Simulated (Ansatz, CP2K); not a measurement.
# Running generalised stacking fault on (111) (shuffle set) of a GaAs-GaSb solid solution (48 atoms) with CP2K

Aim: run generalised stacking fault on (111) (shuffle set) of a GaAs-GaSb solid solution (48 atoms) in CP2K and see how near its forces come to a plane-wave reference, and at what cost.

Main program and level: CP2K 2026.2; the method is named at each step.

## Step 1: Starting point

The cell holds 48 atoms: 24 Ga, 10 Sb and 14 As. Cell: a = 8.267 Å, b = 7.159 Å, c = 20.296 Å, α = 90.0°, β = 86.1°, γ = 90.0°. Zinc-blende GaAs lattice (a = 5.8453 Å, the value set for the mixture), cell with z along [111], 2 x 1 x 2 periods; the third cell vector is tilted by 0.333 of 1/2[1-10] and lengthened by 0 Å, so the cell holds one fault (shuffle set); displaced by a Gaussian of 0.01 Å; 10 of 24 As sites given to Sb at random (lattice constant by Vegard's rule between GaAs and GaSb). Then every atom was moved at random, 0.02 Å r.m.s. a Cartesian component. The structure's axis is c.

The yardstick, on the same geometry:

```
method                 : Kohn-Sham DFT, PBE, PAW, plane waves (Ansatz 0.2.0); cutoff 420 eV, Γ point, fermi-dirac smearing of 0.05 eV; PAW set soft_2
r.m.s. force component : 0.6512 eV/Å
longest force          : 2.092 eV/Å
pressure               : 5.081 GPa
SCF cycles             : 10
time                   : 19 s on 4 threads of Arm Neoverse V2, shared host
CPU time               : 71 s
```

## Step 2: PBE, DZVP-UZH, 800/60 Ry, diagonalisation

Method: Kohn-Sham DFT, PBE, GTH-PBE pseudopotentials, Gaussian and plane waves, DZVP-MOLOPT (UZH set), diagonalisation.

input.inp reads:

```
&GLOBAL
  PROJECT cell
  RUN_TYPE ENERGY_FORCE
  PRINT_LEVEL LOW
&END GLOBAL
&FORCE_EVAL
  METHOD QS
  STRESS_TENSOR ANALYTICAL
  &DFT
    BASIS_SET_FILE_NAME BASIS_MOLOPT_UZH
    POTENTIAL_FILE_NAME POTENTIAL_UZH
    &MGRID
      CUTOFF 800
      REL_CUTOFF 60
      NGRIDS 5
    &END MGRID
    &QS
      EPS_DEFAULT 1.0E-12
    &END QS
    &SCF
      SCF_GUESS ATOMIC
      EPS_SCF 1.0E-06
      MAX_SCF 200
      ADDED_MOS 33
      &DIAGONALIZATION
        ALGORITHM STANDARD
      &END DIAGONALIZATION
      &SMEAR ON
        METHOD FERMI_DIRAC
        ELECTRONIC_TEMPERATURE [K] 580
      &END SMEAR
      &MIXING
        METHOD BROYDEN_MIXING
        ALPHA 0.15
        NBROYDEN 8
      &END MIXING
      &PRINT
        &RESTART OFF
        &END RESTART
      &END PRINT
    &END SCF
    &XC
      &XC_FUNCTIONAL PBE
      &END XC_FUNCTIONAL
    &END XC
    &PRINT
      &MULLIKEN ON
      &END MULLIKEN
      &HIRSHFELD ON
        SHAPE_FUNCTION DENSITY
      &END HIRSHFELD
      &MO ON
        EIGENVALUES T
        OCCUPATION_NUMBERS T
        MO_INDEX_RANGE 205 228
        &EACH
          QS_SCF 0
        &END EACH
        ADD_LAST NUMERIC
      &END MO
    &END PRINT
  &END DFT
  &SUBSYS
    &CELL
      A 8.26650 0.00000 0.00000
      B 0.00000 7.15900 0.00000
      C 1.37778 0.00000 20.24871
    &END CELL
    &COORD
      SCALED
      Ga 0.59449 0.50123 0.93733
      Sb 0.74434 0.49899 0.06205
      Ga 0.72984 0.82863 0.10392
      As 0.71255 0.83109 0.22984
      Ga 0.09652 0.50021 0.93946
      As 0.23788 0.49971 0.06277
      Ga 0.23130 0.83059 0.10371
      As 0.21182 0.82972 0.22983
      Ga 0.34342 0.99865 0.93945
      As 0.49034 0.00041 0.06269
      Ga 0.47873 0.33519 0.10457
      As 0.46545 0.33469 0.23020
      Ga 0.45596 0.66858 0.26981
      As 0.43361 0.66833 0.39553
      Ga 0.70410 0.17014 0.27111
      Sb 0.68529 0.16751 0.39537
      Ga 0.67262 0.50022 0.43766
      Sb 0.65623 0.50010 0.56397
      Ga 0.64841 0.83868 0.60411
      Sb 0.62934 0.83628 0.72967
      Ga 0.84519 0.99871 0.93893
      Sb 0.99046 0.00074 0.06027
      Ga 0.97762 0.32678 0.10391
      As 0.95537 0.33601 0.22878
      Ga 0.95553 0.66749 0.26906
      Sb 0.93420 0.66674 0.39767
      Ga 0.20199 0.16459 0.27051
      As 0.18266 0.16759 0.39427
      Ga 0.17421 0.49911 0.43774
      As 0.15660 0.50205 0.56198
      Ga 0.14994 0.83570 0.60269
      As 0.12755 0.83318 0.72968
      Ga 0.42496 0.99390 0.43619
      As 0.40604 0.99227 0.56181
      Ga 0.39751 0.33231 0.60534
      As 0.37739 0.33280 0.73143
      Ga 0.37417 0.66401 0.77134
      Sb 0.35313 0.66494 0.89512
      Ga 0.62234 0.16733 0.76984
      Sb 0.60179 0.16934 0.89534
      Ga 0.92417 0.99809 0.43493
      Sb 0.90583 0.00253 0.56233
      Ga 0.89818 0.33457 0.60213
      As 0.88042 0.33484 0.72918
      Ga 0.87648 0.66832 0.77078
      As 0.84972 0.66451 0.89497
      Ga 0.11821 0.16870 0.77168
      Sb 0.10151 0.16993 0.89661
    &END COORD
    &KIND Ga
      BASIS_SET DZVP-MOLOPT-PBE-GTH-q13
      POTENTIAL GTH-PBE-q13
    &END KIND
    &KIND Sb
      BASIS_SET DZVP-MOLOPT-PBE-GTH-q5
      POTENTIAL GTH-PBE-q5
    &END KIND
    &KIND As
      BASIS_SET DZVP-MOLOPT-PBE-GTH-q5
      POTENTIAL GTH-PBE-q5
    &END KIND
  &END SUBSYS
  &PRINT
    &FORCES ON
    &END FORCES
    &STRESS_TENSOR ON
    &END STRESS_TENSOR
  &END PRINT
&END FORCE_EVAL
```

On the command line:

```console
$ OMP_NUM_THREADS=2 cp2k.psmp -i input.inp > output.txt
```

Numbers of over 12 decimals in the logs are rounded to 6 here.

Output:

```text
CP2K| version string:                                       CP2K version 2026.2
 CP2K| Input file name                                                 input.inp
 GLOBAL| Basis set file name                                    BASIS_MOLOPT_UZH
 GLOBAL| Potential file name                                       POTENTIAL_UZH
 GLOBAL| Run type                                                   ENERGY_FORCE
 GLOBAL| Total number of message passing processes                             1
 GLOBAL| Number of threads for this process                                    2
 TOTAL NUMBERS AND MAXIMUM NUMBERS
  Total number of            - Atomic kinds:                                   3
                             - Atoms:                                         48
                             - Shell sets:                                    48
                             - Shells:                                       288
                             - Primitive Cartesian functions:                240
                             - Cartesian basis functions:                   1056
                             - Spherical basis functions:                    912
  Maximum angular momentum of- Orbital basis functions:                        3
                             - Local part of the GTH pseudopotential:          0
                             - Non-local part of the GTH pseudopotential:      4
 SCF PARAMETERS         Density guess:                                    ATOMIC
                        max_scf:                                             200
                        eps_scf:                                        1.00E-06
                        added MOs                                        33    0
                        Mixing method:                            BROYDEN_MIXING
                                                charge density mixing in g-space
                        Smear method:                                FERMI_DIRAC
                        Electronic temperature [K]:                        580.0
                        Electronic temperature [a.u.]:                  1.84E-03
                        Accuracy threshold:                             1.00E-10
 Extrapolation method: initial_guess
 Number of electrons:                                                        432
 Number of occupied orbitals:                                                216
 Number of molecular orbitals:                                               249
 Number of orbital functions:                                                912
 Number of independent orbital functions:                                    912
 SCF WAVEFUNCTION OPTIMIZATION
  Step     Update method      Time    Convergence         Total energy    Change
     1 NoMix/Diag. 0.15E+00    6.8     1.05187842     -1936.8363485219 -1.94E+03
     2 Broy./Diag. 0.15E+00   10.6     0.08366820     -1933.9447730094  2.89E+00
     3 Broy./Diag. 0.15E+00   10.8     0.24338223     -1933.4820508052  4.63E-01
     4 Broy./Diag. 0.15E+00   10.7     0.05528009     -1933.3192513081  1.63E-01
[...]
17 Broy./Diag. 0.15E+00   11.3     0.00000330     -1933.7466415062 -2.04E-05
    18 Broy./Diag. 0.15E+00   11.3     0.00000070     -1933.7466584655 -1.70E-05
  *** SCF run converged in    18 steps ***
  Electronic density on regular grids:       -431.9999999923        0.0000000077
  Core density on regular grids:              431.9999999994       -0.0000000006
  Total charge density on r-space grids:        0.0000000071
  Total charge density g-space grids:           0.0000000071
  Overlap energy of the core charge distribution:               2.56287e-07
  Self energy of the core charge distribution:              -2644.245142
  Core Hamiltonian energy:                                    771.180746
  Hartree energy:                                             220.805751
  Exchange-correlation energy:                               -281.482259
  Electronic entropic energy:                                  -0.00575589
  Fermi energy:                                                 0.161130
  Total energy:                                             -1933.746658
  Total energy (extrapolated to T->0):                      -1933.743781
 MO| EIGENVALUES AND OCCUPATION NUMBERS
 MO|
 MO|  Index      Eigenvalue [a.u.]        Eigenvalue [eV]             Occupation
 MO|    205               0.121213               3.298365               2.000000
 MO|    206               0.121686               3.311242               2.000000
 MO|    207               0.124220               3.380210               2.000000
[...]
MO|    227               0.205334               5.587436               0.000000
 MO|    228               0.213188               5.801135               0.000000
 MO| Sum:                                                             432.000000
 MO| E(Fermi):            0.161130 a.u.          4.384562 eV
 !-----------------------------------------------------------------------------!
                     Mulliken Population Analysis
 #  Atom  Element  Kind  Atomic population                           Net charge
       1     Ga       1         13.128905                             -0.128905
       2     Sb       2          4.740869                              0.259131
       3     Ga       1         13.077203                             -0.077203
[...]
47     Ga       1         12.941821                              0.058179
      48     Sb       2          4.681964                              0.318036
 # Total charge                            432.000000                  0.000000
 !-----------------------------------------------------------------------------!
 !-----------------------------------------------------------------------------!
                           Hirshfeld Charges
  #Atom  Element  Kind  Ref Charge     Population                    Net charge
      1       Ga     1      13.000         12.889                         0.111
      2       Sb     2       5.000          5.058                        -0.058
      3       Ga     1      13.000         12.901                         0.099
[...]
47       Ga     1      13.000         12.884                         0.116
     48       Sb     2       5.000          5.036                        -0.036
  Total Charge                                                           -0.000
 !-----------------------------------------------------------------------------!
 ENERGY| Total FORCE_EVAL ( QS ) energy [hartree]          -1933.746656
 FORCES| Atomic forces [hartree/bohr]
 FORCES|   Atom     x               y               z               |f|
 FORCES|      1  3.28920983E-02  3.44865686E-03  1.85444193E-02   3.79167358E-02
 FORCES|      2 -3.00012880E-02  6.37246028E-03 -2.80831969E-02   4.15854720E-02
 FORCES|      3 -1.40262660E-02  9.43210918E-03  2.20550868E-02   2.77871855E-02
[...]
FORCES|     47  4.59313184E-03 -6.75992119E-03 -2.30504078E-02   2.44563835E-02
 FORCES|     48  2.21988057E-03  1.13627009E-03  1.21891613E-03   2.77574062E-03
 FORCES| Sum    -8.23681580E-04  4.09646783E-03 -2.40340167E-04
 FORCES| Total atomic force                                       4.18536300E-03
 STRESS| Analytical stress tensor [bar]
 STRESS|                        x                   y                   z
 STRESS|      x        1.20618908905E+05  -2.02567191928E+03  -1.31997247514E+04
 STRESS|      y       -2.02567191928E+03   2.76652667893E+04  -1.65486444436E+03
 STRESS|      z       -1.31997247514E+04  -1.65486444436E+03   2.89596830381E+04
 STRESS| 1/3 Trace                                             5.90812862442E+04
```

Wall time 4 min (2 threads of Arm Neoverse V2, shared host); peak memory 4.4 GiB; 7.2 min of CPU time.

Banners, paths, timers and routine set-up lines are dropped from the logs unmarked, and long logs keep their key lines alone; longer cuts are marked.

Against the reference:

```
r.m.s. force component                  : 0.6656 eV/Å
r.m.s. difference of force components   : 24.03 meV/Å
longest difference of force vectors     : 94.89 meV/Å
force difference over r.m.s. force      : 3.691 %
slope of forces against the reference's : 1.022
correlation of force components         : 0.9996
pressure                                : 5.908 GPa
pressure difference                     : 0.8274 GPa
```

Length of the force difference by element (eV/Å):

| element | atoms | mean | most |
| --- | --- | --- | --- |
| As | 14 | 0.017 | 0.032 |
| Ga | 24 | 0.050 | 0.095 |
| Sb | 10 | 0.024 | 0.046 |

Local excerpt of 9 atoms (numbers count through the whole input) about Ga7, picked at random; x, y, z are measured from there.

| atom | x | y | z | distance (Å) | bonds | Hirshfeld charge (e) | Fx | Fy | Fz (eV/Å) |
| --- | --- | --- | --- | --- | --- | --- | --- | --- | --- |
| Ga7 | 0.00 | 0.00 | 0.00 | 0.00 | 4 | 0.12 | 1.15 | -0.91 | 0.69 |
| As6 | 0.00 | -2.37 | -0.83 | 2.51 | 3 | -0.18 | -0.87 | 0.26 | -0.50 |
| Sb22 | -2.05 | 1.22 | -0.88 | 2.54 | 4 | -0.06 | -0.93 | -0.11 | -1.12 |
| As10 | 2.08 | 1.22 | -0.83 | 2.55 | 3 | -0.17 | -1.14 | 0.38 | -0.52 |
| As8 | 0.01 | -0.01 | 2.55 | 2.55 | 4 | -0.14 | -0.08 | 0.50 | -0.38 |
| Ga9 | 0.70 | 1.20 | -3.33 | 3.61 | 3 | 0.09 | 0.89 | -0.17 | 1.29 |
| Ga11 | 2.05 | -3.55 | 0.02 | 4.09 | 4 | 0.12 | -0.61 | -0.96 | 0.76 |
| Ga25 | -2.05 | -1.17 | 3.35 | 4.10 | 4 | 0.12 | -0.01 | -0.38 | -0.51 |
| Ga3 | 4.12 | -0.01 | 0.00 | 4.12 | 4 | 0.10 | -0.72 | 0.49 | 1.13 |

Forces lie 3.7 % from the reference's, at 6.2 times its CPU time (on 2 against 4 cores).

## Step 3: PBE, DZVP-UZH, 560/60 Ry, diagonalisation

Method: Kohn-Sham DFT, PBE, GTH-PBE pseudopotentials, Gaussian and plane waves, DZVP-MOLOPT (UZH set), diagonalisation.

Changes to input.inp since step 2:

```diff
@@ -12,5 +12,4 @@
     &MGRID
-      CUTOFF 800
+      CUTOFF 560
       REL_CUTOFF 60
-      NGRIDS 5
     &END MGRID
@@ -68,6 +67,6 @@
     &END CELL
-    &COORD
-      SCALED
-[... 48 atom lines left out: the same atoms as in the first run ...]
-    &END COORD
+    &TOPOLOGY
+      COORD_FILE_NAME structure.xyz
+      COORD_FILE_FORMAT XYZ
+    &END TOPOLOGY
     &KIND Ga
```

structure.xyz reads:

```xyz
48

Ga 6.20579 3.58831 18.97972
Sb 6.23858 3.57227 1.25643
Ga 6.17640 5.93216 2.10425
As 6.20696 5.94977 4.65396
Ga 2.09225 3.58100 19.02285
As 2.05292 3.57742 1.27101
Ga 2.05493 5.94619 2.09999
As 2.06767 5.93997 4.65376
Ga 4.13324 7.14934 19.02265
As 4.13977 0.00294 1.26939
Ga 4.10150 2.39963 2.11741
As 4.16481 2.39605 4.66125
Ga 4.14093 4.78636 5.46330
As 4.12939 4.78457 8.00897
Ga 6.19397 1.21803 5.48963
Sb 6.20968 1.19920 8.00573
Ga 6.16321 3.58107 8.86205
Sb 6.20175 3.58022 11.41966
Ga 6.19241 6.00411 12.23245
Sb 6.20776 5.98693 14.77488
[... 24 atom lines left out ...]
Ga 8.30739 4.78450 15.60730
As 8.25728 4.75723 18.12199
Ga 2.04039 1.20772 15.62552
Sb 2.07446 1.21653 18.15520
```

Output:

```text
CP2K| version string:                                       CP2K version 2026.2
 CP2K| Input file name                                                 input.inp
 GLOBAL| Basis set file name                                    BASIS_MOLOPT_UZH
 GLOBAL| Potential file name                                       POTENTIAL_UZH
 GLOBAL| Run type                                                   ENERGY_FORCE
 GLOBAL| Total number of message passing processes                             1
 GLOBAL| Number of threads for this process                                    2
[... lines left out ...]
                        Smear method:                                FERMI_DIRAC
[... lines left out ...]
 Number of electrons:                                                        432
[... lines left out ...]
  Step     Update method      Time    Convergence         Total energy    Change
[... lines left out ...]
  *** SCF run converged in    18 steps ***
[... lines left out ...]
  Fermi energy:                                                 0.161140
  Total energy:                                             -1933.747182
  Total energy (extrapolated to T->0):                      -1933.744305
[... lines left out ...]
 MO| E(Fermi):            0.161140 a.u.          4.384850 eV
[... lines left out ...]
     48       Sb     2       5.000          5.036                        -0.036
  Total Charge                                                           -0.000
 !-----------------------------------------------------------------------------!
 ENERGY| Total FORCE_EVAL ( QS ) energy [hartree]          -1933.747180
 FORCES| Atomic forces [hartree/bohr]
 FORCES|   Atom     x               y               z               |f|
 FORCES|      1  3.48372998E-02  4.58369113E-03  2.06627221E-02   4.07626762E-02
 FORCES|      2 -3.00006680E-02  6.37992519E-03 -2.80876425E-02   4.15891715E-02
 FORCES|      3 -1.49178235E-02  9.41978959E-03  2.47083372E-02   3.03607613E-02
[...]
FORCES|     47  7.09653508E-03 -4.28227215E-03 -2.41743708E-02   2.55557991E-02
 FORCES|     48  2.22025669E-03  1.14206566E-03  1.20932315E-03   2.77422354E-03
 FORCES| Sum    -1.09721146E-02  6.46395629E-03  6.77447851E-03
 FORCES| Total atomic force                                       1.44244095E-02
 STRESS| Analytical stress tensor [bar]
 STRESS|                        x                   y                   z
 STRESS|      x        1.20716601293E+05  -2.03212652338E+03  -1.31718847218E+04
 STRESS|      y       -2.03212652338E+03   2.77487670888E+04  -1.66475540670E+03
 STRESS|      z       -1.31718847218E+04  -1.66475540670E+03   2.95397058239E+04
 STRESS| 1/3 Trace                                             5.93350247352E+04
```

Wall time 3.9 min (2 threads); peak memory 2.8 GiB.

Compared with the plane-wave run:

```yaml
r_m_s_force_component: 0.6778 eV/Å
r_m_s_difference_of_force_components: 72.46 meV/Å
longest_difference_of_force_vectors: 256.6 meV/Å
force_difference_over_r_m_s_force: 11.13 %
slope_of_forces_against_the_reference_s: 1.036
correlation_of_force_components: 0.9949
pressure: 5.934 GPa
pressure_difference: 0.8528 GPa
energy_less_the_same_level_run_s: -0.2969 meV/atom
r_m_s_force_difference_from_the_same_level_run: 72.41 meV/Å
```

Against the first run (3.7 %), the force difference from the reference is 11 %, at 1.0 times the CPU time: the grid matters here.

The difference per atom is largest on Ga (0.17 eV/Å on average, against 0.024 on Sb). The forces add up to 0.74 eV/Å instead of zero, usually a sign of too coarse a grid.

(Continued in part 2 of 2.)

[Also dropped from logs without a mark: logging warnings of Python, and SIESTA's first energy breakdown and zero terms.]

[Logs are printed without paths, hosts, clocks, repeated set-up lines and the standing remarks that a program may print on its own settings, such as how far it seeks lower states.]

[Hosts, paths, dates, database ids (printed as entryN), source tags and the programs' standing remarks are cut or masked in the printed files.]
